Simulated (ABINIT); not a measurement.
# SiC (P6_3mc): making up for missing bands

Aim: few bands, with and without a completion of the sum over empty states, for SiC (P6_3mc).

Method: PBE and many-body steps on it, plane waves, in ABINIT 10.8.3.

### 1. Starting point

Symmetry: P6_3mc, No. 186, hexagonal system. Conventional cell: a = 3.074 Å, b = 3.074 Å, c = 5.045 Å, α = 90.00°, β = 90.00°, γ = 120.00°. Nearest to Si lie 4 C at 1.88 to 1.90 Å. C has 4 Si at 1.88 to 1.90 Å nearest. Farther neighbours, and contacts between anions beyond the nearest, are not listed.

The cell and positions are those that the Materials Project relaxed with its own functionals (PBE, PBE+U or r2SCAN), kept fixed.

### 2. Empty states on the mesh, 6×6×4 mesh, 188 bands

This step: ABINIT 10.8.3; DFT, PBE, plane waves, norm-conserving pseudopotentials.

The sums over transitions need many empty states on a uniform mesh; this step solves for them.

run.abi

```
acell 3*1.0 Angstrom
rprim 
  3.073513928196 0.000000000001 0.000000000000
  -1.536756964099 2.661741140703 0.000000000000
  0.000000000000 0.000000000000 5.045247710000
ntypat 2
znucl 14 6
natom 4
typat 1 1 2 2
xred 
  0.333333333333 0.666666666667 0.499602400000
  0.666666666667 0.333333333333 0.999602400000
  0.333333333333 0.666666666667 0.875397600000
  0.666666666667 0.333333333333 0.375397600000
pp_dirpath "pseudos"
pseudos "Si.upf, C.upf"
ecut 37
ngkpt 6 6 4
nshiftk 1
shiftk 0 0 0
kptopt 1
chksymbreak 0
irdden 1
istwfk *1
nband 188
prtvol 0
optdriver 6
gwr_task "HDIAGO"
paral_kgb 0
occopt 1
indata_prefix "in"
outdata_prefix "out"
tmpdata_prefix "tmp"
```

The run is started by

```bash
OMP_NUM_THREADS=1 mpirun -n 8 abinit run.abi > log
```

Log:

```text
.Version 10.8.3 of ABINIT. v10.8.2 released Aug 2026.

 Symmetries : space group P6_3 m c (#186); Bravais hP (primitive hexag.)
[... echo of the input left out ...]
== DATASET  1 ==================================================================
-   mpi_nproc: 8, omp_nthreads: 1 (-1 if OMP is not activated)

--- !DatasetInfo
iteration_state: {dtset: 1, }
dimensions: {natom: 4, nkpt: 21, mband: 188, nsppol: 1, nspinor: 1, nspden: 1, mpw: 3015, }
cutoff_energies: {ecut:  37.0, pawecutdg:  -1.0, }
[...]
Indirect band gap semiconductor
 Fundamental gap:     2.275 (eV)
   VBM:     7.012 (eV) at k: [ 0.0000E+00,  0.0000E+00,  0.0000E+00]
   CBM:     9.287 (eV) at k: [ 3.3333E-01,  3.3333E-01,  0.0000E+00]
 Direct gap:         3.985 (eV) at k: [ 5.0000E-01,  0.0000E+00,  0.0000E+00]

== END DATASET(S) ==============================================================
================================================================================

 -outvars: echo values of variables after computation  --------
           etotal      0.0000000000E+00
            nband         188
             nkpt          21
          spgroup         186
 [... the other variables as echoed above ...]

 Calculation completed.
```

Elapsed: 99 s, on 8 MPI ranks of Arm Neoverse N1, shared host; peak memory 4.3 GiB; 13 min of CPU time.

Numbers from this step:

| Quantity | Value |
| --- | --- |
| gap | 2.275 eV |
| k of the valence top | 0, 0, 0 |
| k of the conduction bottom | 0.3333, 0.3333, 0 |
| least direct gap | 3.985 eV |
| k points computed | 21 |
| lowest point of the top converged band, above the valence top | 131.3251 eV |

On this mesh the gap is 2.275 eV.

The density comes from a self-consistent run that is not shown.

### 3. Screening, 6×6×4 mesh, 180 bands, screening to 228.6 eV

The RPA dielectric matrix is built and inverted for each q.

This step: RPA screening on PBE, plane waves, norm-conserving pseudopotentials.

Changes to run.abi since step 2:

```diff
@@ -22,10 +22,11 @@
 chksymbreak 0
-irdden 1
 istwfk *1
-nband 188
-prtvol 0
-optdriver 6
-gwr_task "HDIAGO"
-paral_kgb 0
 occopt 1
+irdwfk 1
+optdriver 3
+nband 180
+ecuteps 8.4
+inclvkb 2
+awtr 1
+symchi 1
 indata_prefix "in"
```

Log:

```text
.Version 10.8.3 of ABINIT. v10.8.2 released Aug 2026.

 Symmetries : space group P6_3 m c (#186); Bravais hP (primitive hexag.)
[... echo of the input left out ...]
== DATASET  1 ==================================================================
-   mpi_nproc: 8, omp_nthreads: 1 (-1 if OMP is not activated)

--- !DatasetInfo
iteration_state: {dtset: 1, }
dimensions: {natom: 4, nkpt: 21, mband: 180, nsppol: 1, nspinor: 1, nspden: 1, mpw: 3015, }
cutoff_energies: {ecut:  37.0, pawecutdg:  -1.0, }
electrons: {nelect:   1.60000000E+01, charge:   0.00000000E+00, occopt:   1.00000000E+00, tsmear:   1.00000000E-02, }

 SCREENING: Calculation of the susceptibility and dielectric matrices

 Based on a program developped by R.W. Godby, V. Olevano, G. Onida, and L. Reining.
 Incorporated in ABINIT by V. Olevano, G.-M. Rignanese, and M. Torrent.
.Using double precision arithmetic ; gwpc =  8

[... cell and pseudopotentials left out ...]
--------------------------------------------------------------------------------

 ==== K-mesh for the wavefunctions ====
 Number of points in the irreducible wedge :    21
[... list of points left out ...]
 Together with 12 symmetry operations and time-reversal symmetry
 yields   144 points in the full Brillouin Zone.

 ==== Q-mesh for the screening function ====
 Number of points in the irreducible wedge :    21
[... list of points left out ...]
 Together with 12 symmetry operations and time-reversal symmetry
 yields   144 points in the full Brillouin Zone.

 setmesh: FFT mesh size selected  =    24x   24x   40
          total number of points  =        23040

 vcoul_init : cutoff-mode = AUXILIARY_FUNCTION
 q-points for optical limit:   1
     1)      0.000010    0.000020    0.000030

- screening: taking advantage of time-reversal symmetry
- Maximum band index for partially occupied states nbvw = 8
- Remaining bands to be divided among processors   nbcw = 172
- Number of bands treated by each node ~21

 Number of electrons calculated from density =   16.0000; Expected =   16.0000
 average of density, n =  0.057443
 r_s =    1.6078
 omega_plasma =   23.1193 [eV]

 calculating chi0 at frequencies [eV] :
  1    0.000000E+00    0.000000E+00
  2    0.000000E+00    2.311935E+01

--------------------------------------------------------------------------------
  q-point number  1        q = ( 0.000000, 0.000000, 0.000000) [r.l.u.]
--------------------------------------------------------------------------------
[... chi0 elements left out ...]
 For q-point:  0.000010 0.000020 0.000030
  dielectric constant =   6.8547
  dielectric constant without local fields =   7.5085

  Average fulfillment of the sum rule on Im[epsilon] for q-point    1 :     91.91  [%]
[... wings left out ...]
  q-point number  2        q = ( 0.166667, 0.000000, 0.000000) [r.l.u.]
--------------------------------------------------------------------------------
[... chi0 elements left out ...]
  Average fulfillment of the sum rule on Im[epsilon] for q-point    2 :     95.04  [%]

 [... 19 further q-points ...]
```

It took 5 min on 8 MPI ranks; peak memory 2.8 GiB.

This step gave:

```yaml
eps_infinity_with_local_fields_on_this_mesh: 6.855
eps_infinity_without_local_fields_on_this_mesh: 7.508
plasma_frequency: 23.12 eV
plane_waves_in_the_screening_matrix: 313
```

Local fields lower ε∞ by 9 %.

### 4. 180 bands

The self-energy is evaluated for the states that the input lists, and the quasiparticle equation is solved.

This step: G0W0 on PBE, plane waves, norm-conserving pseudopotentials.

Changes to run.abi since step 3:

```diff
@@ -25,8 +25,19 @@
 irdwfk 1
-optdriver 3
+optdriver 4
 nband 180
+gwcalctyp 0
+ecutsigx 37
+symsigma 1
+nkptgw 3
+kptgw 
+  0.0000000000 0.0000000000 0.0000000000
+  0.3333333333 0.3333333333 0.0000000000
+  0.5000000000 0.0000000000 0.0000000000
+bdgw 
+  7 10
+  6 10
+  7 10
 ecuteps 8.4
-inclvkb 2
-awtr 1
-symchi 1
+irdscr 1
+ppmodel 1
 indata_prefix "in"
```

Log:

```text
.Version 10.8.3 of ABINIT. v10.8.2 released Aug 2026.

 Symmetries : space group P6_3 m c (#186); Bravais hP (primitive hexag.)
[... echo of the input left out ...]
== DATASET  1 ==================================================================
-   mpi_nproc: 8, omp_nthreads: 1 (-1 if OMP is not activated)

--- !DatasetInfo
iteration_state: {dtset: 1, }
dimensions: {natom: 4, nkpt: 21, mband: 180, nsppol: 1, nspinor: 1, nspden: 1, mpw: 3015, }
cutoff_energies: {ecut:  37.0, pawecutdg:  -1.0, }
electrons: {nelect:   1.60000000E+01, charge:   0.00000000E+00, occopt:   1.00000000E+00, tsmear:   1.00000000E-02, }

 SIGMA: Calculation of the GW corrections

 Based on a program developped by R.W. Godby, V. Olevano, G. Onida, and L. Reining.
 Incorporated in ABINIT by V. Olevano, G.-M. Rignanese, and M. Torrent.
.Using double precision arithmetic ; gwpc =  8

[... cell and pseudopotentials left out ...]
--------------------------------------------------------------------------------

 ==== K-mesh for the wavefunctions ====
 Number of points in the irreducible wedge :    21
[... list of points left out ...]
 Together with 12 symmetry operations and time-reversal symmetry
 yields   144 points in the full Brillouin Zone.

 ==== Q-mesh for screening function ====
 Number of points in the irreducible wedge :    21
[... list of points left out ...]
 Together with 12 symmetry operations and time-reversal symmetry
 yields   144 points in the full Brillouin Zone.

 vcoul_init : cutoff-mode = AUXILIARY_FUNCTION
 q-points for optical limit:   1
     1)      0.000010    0.000020    0.000030
 setmesh: FFT mesh size selected  =    27x   27x   54
          total number of points  =        39366

 Number of electrons calculated from density =   16.0000; Expected =   16.0000
 average of density, n =  0.057443
 r_s =    1.6078
 omega_plasma =   23.1193 [eV]

 === KS Band Gaps ===
  >>>> For spin  1
   Minimum direct gap =   3.9851 [eV], located at k-point      :   0.5000  0.0000  0.0000
   Fundamental gap    =   2.2753 [eV], Top of valence bands at :   0.0000  0.0000  0.0000
                                       Bottom of conduction at :   0.3333  0.3333  0.0000
 SIGMA fundamental parameters:
 PLASMON POLE MODEL  1
 number of plane-waves for SigmaX                 2973
 number of plane-waves for SigmaC and W            313
 number of plane-waves for wavefunctions          2973
 number of bands                                   180
 number of independent spin polarizations            1
 number of spinorial components                      1
 number of k-points in IBZ                          21
 number of q-points in IBZ                          21
 number of symmetry operations                      12
 number of k-points in BZ                          144
 number of q-points in BZ                          144
 number of frequencies for dSigma/dE                 9
 frequency step for dSigma/dE [eV]                0.25
 number of omega for Sigma on real axis              0
 max omega for Sigma on real axis  [eV]           0.00
 zcut for avoiding poles [eV]                     0.10

 EPSILON^-1 parameters (SCR file):
 dimension of the eps^-1 matrix on file            313
 dimension of the eps^-1 matrix used               313
 number of plane-waves for wavefunctions          2973
 number of bands                                   180
 number of q-points in IBZ                          21
 number of frequencies                               2
 number of real frequencies                          1
 number of imag frequencies                          1

 matrix elements of self-energy operator (all in [eV])

 Perturbative Calculation

--- !SelfEnergy_ee
iteration_state: {dtset: 1, }
kpoint     : [   0.000,    0.000,    0.000, ]
spin       : 1
KS_gap     :    4.820
QP_gap     :    5.706
Delta_QP_KS:    0.886
data: !SigmaeeData |
     Band     E0 <VxcDFT>   SigX SigC(E0)      Z dSigC/dE  Sig(E)    E-E0       E
        7   7.012 -15.027 -17.600   1.905   0.792  -0.262 -15.556  -0.529   6.483
        8   7.012 -15.027 -17.600   1.905   0.792  -0.262 -15.556  -0.529   6.483
        9  11.832 -12.163  -6.994  -4.727   0.806  -0.240 -11.806   0.357  12.189
       10  13.231 -12.779  -7.194  -5.174   0.793  -0.261 -12.453   0.326  13.557

--- !SelfEnergy_ee
iteration_state: {dtset: 1, }
kpoint     : [   0.333,    0.333,    0.000, ]
spin       : 1
KS_gap     :    6.117
QP_gap     :    7.179
Delta_QP_KS:    1.062
data: !SigmaeeData |
     Band     E0 <VxcDFT>   SigX SigC(E0)      Z dSigC/dE  Sig(E)    E-E0       E
        6   2.959 -13.062 -17.039   2.850   0.781  -0.281 -13.942  -0.880   2.078
        7   2.959 -13.062 -17.039   2.850   0.781  -0.281 -13.942  -0.880   2.078
[...]
--- !SelfEnergy_ee
iteration_state: {dtset: 1, }
kpoint     : [   0.500,    0.000,    0.000, ]
spin       : 1
KS_gap     :    3.985
QP_gap     :    4.901
Delta_QP_KS:    0.916
data: !SigmaeeData |
     Band     E0 <VxcDFT>   SigX SigC(E0)      Z dSigC/dE  Sig(E)    E-E0       E
[...]
8   5.813 -14.520 -17.600   2.215   0.789  -0.267 -15.202  -0.683   5.130
        9   9.798 -10.579  -6.048  -4.246   0.821  -0.218 -10.345   0.234  10.032
       10  11.240 -11.760  -6.959  -4.342   0.809  -0.236 -11.389   0.371  11.611

== END DATASET(S) ==============================================================
================================================================================

 -outvars: echo values of variables after computation  --------
           etotal      0.0000000000E+00
            nband         180
             nkpt          21
          spgroup         186
 [... the other variables as echoed above ...]

 Calculation completed.
```

The job ended after 76 s (8 MPI ranks; peak memory 3.1 GiB).

Read from the output:

```
G0W0 gap on the mesh                         : 2.981 eV
starting gap on the mesh                     : 2.275 eV
k of the valence top                         : 0, 0, 0
k of the conduction bottom                   : 0.3333, 0.3333, 0
Z at the valence top                         : 0.792
Z at the conduction bottom                   : 0.824
least direct G0W0 gap on the computed points : 4.902 eV
```

The gap on the mesh goes from 2.28 eV to 2.98 eV, a correction of +0.71 eV.

### 5. Screening, 6×6×4 mesh, 23 bands, screening to 228.6 eV

This step: RPA screening on PBE, plane waves, norm-conserving pseudopotentials.

Changes to run.abi since step 4:

```diff
@@ -25,19 +25,8 @@
 irdwfk 1
-optdriver 4
-nband 180
-gwcalctyp 0
-ecutsigx 37
-symsigma 1
-nkptgw 3
-kptgw 
-  0.0000000000 0.0000000000 0.0000000000
-  0.3333333333 0.3333333333 0.0000000000
-  0.5000000000 0.0000000000 0.0000000000
-bdgw 
-  7 10
-  6 10
-  7 10
+optdriver 3
+nband 23
 ecuteps 8.4
-irdscr 1
-ppmodel 1
+inclvkb 2
+awtr 1
+symchi 1
 indata_prefix "in"
```

Log:

```text
.Version 10.8.3 of ABINIT. v10.8.2 released Aug 2026.

 Symmetries : space group P6_3 m c (#186); Bravais hP (primitive hexag.)
[... echo of the input left out ...]
== DATASET  1 ==================================================================
-   mpi_nproc: 8, omp_nthreads: 1 (-1 if OMP is not activated)

--- !DatasetInfo
iteration_state: {dtset: 1, }
dimensions: {natom: 4, nkpt: 21, mband: 23, nsppol: 1, nspinor: 1, nspden: 1, mpw: 3015, }
cutoff_energies: {ecut:  37.0, pawecutdg:  -1.0, }
electrons: {nelect:   1.60000000E+01, charge:   0.00000000E+00, occopt:   1.00000000E+00, tsmear:   1.00000000E-02, }

 SCREENING: Calculation of the susceptibility and dielectric matrices

 Based on a program developped by R.W. Godby, V. Olevano, G. Onida, and L. Reining.
 Incorporated in ABINIT by V. Olevano, G.-M. Rignanese, and M. Torrent.
.Using double precision arithmetic ; gwpc =  8

[... cell and pseudopotentials left out ...]
--------------------------------------------------------------------------------

 ==== K-mesh for the wavefunctions ====
 Number of points in the irreducible wedge :    21
[... list of points left out ...]
 Together with 12 symmetry operations and time-reversal symmetry
 yields   144 points in the full Brillouin Zone.

 ==== Q-mesh for the screening function ====
 Number of points in the irreducible wedge :    21
[... list of points left out ...]
 Together with 12 symmetry operations and time-reversal symmetry
 yields   144 points in the full Brillouin Zone.

 setmesh: FFT mesh size selected  =    24x   24x   40
          total number of points  =        23040

 vcoul_init : cutoff-mode = AUXILIARY_FUNCTION
 q-points for optical limit:   1
     1)      0.000010    0.000020    0.000030

- screening: taking advantage of time-reversal symmetry
- Maximum band index for partially occupied states nbvw = 8
- Remaining bands to be divided among processors   nbcw = 15
- Number of bands treated by each node ~1

 Number of electrons calculated from density =   16.0000; Expected =   16.0000
 average of density, n =  0.057443
 r_s =    1.6078
 omega_plasma =   23.1193 [eV]

 calculating chi0 at frequencies [eV] :
  1    0.000000E+00    0.000000E+00
  2    0.000000E+00    2.311935E+01

--------------------------------------------------------------------------------
  q-point number  1        q = ( 0.000000, 0.000000, 0.000000) [r.l.u.]
--------------------------------------------------------------------------------
[... chi0 elements left out ...]
 For q-point:  0.000010 0.000020 0.000030
  dielectric constant =   6.8164
  dielectric constant without local fields =   7.4584

  Average fulfillment of the sum rule on Im[epsilon] for q-point    1 :     37.43  [%]
[... wings left out ...]
  q-point number  2        q = ( 0.166667, 0.000000, 0.000000) [r.l.u.]
--------------------------------------------------------------------------------
[... chi0 elements left out ...]
  Average fulfillment of the sum rule on Im[epsilon] for q-point    2 :     67.85  [%]

 [... 19 further q-points ...]
```

It took 30 s on 8 MPI ranks; peak memory 1.4 GiB; 4 min of CPU time.

Numbers from this step:

| Property | Result |
| --- | --- |
| ε∞ with local fields, on this mesh | 6.816 |
| ε∞ without local fields, on this mesh | 7.458 |
| plasma frequency | 23.12 eV |
| plane waves in the screening matrix | 313 |

(Continued in part 2 of 2.)

[Long decimals in the printed logs are rounded to 6 places.]

[Logs are printed without paths, hosts, clocks, repeated set-up lines and the standing remarks that a program may print on its own settings, such as how far it seeks lower states.]

[Paths, hosts, dates, memory and timing lines, banners, echoed tables and standing remarks are left out of the program output; an Ansatz launch command may be rebuilt from the run's recorded settings. Measured values are a selection of at most five: reports struck by readers or far from the other reports are left out. None is set beside runs whose start may be inverted or whose files or cutoffs have a known fault.]

[Runs of the session that timed out or met a known fault of the program may be left out.]

[Hosts, paths, dates, database ids (printed as entryN), source tags and the programs' standing remarks are cut or masked in the printed files.]

[G0W0 gaps are taken among the corrected bands and points alone; a level outside them can change the order at an edge.]

[Where Ansatz stands beside ABINIT at settings called matched, ABINIT's density can come from a denser mesh and the files from another edition; pairs whose starting gaps differed by over 0.03 eV were left out, so agreement reads better than it is.]
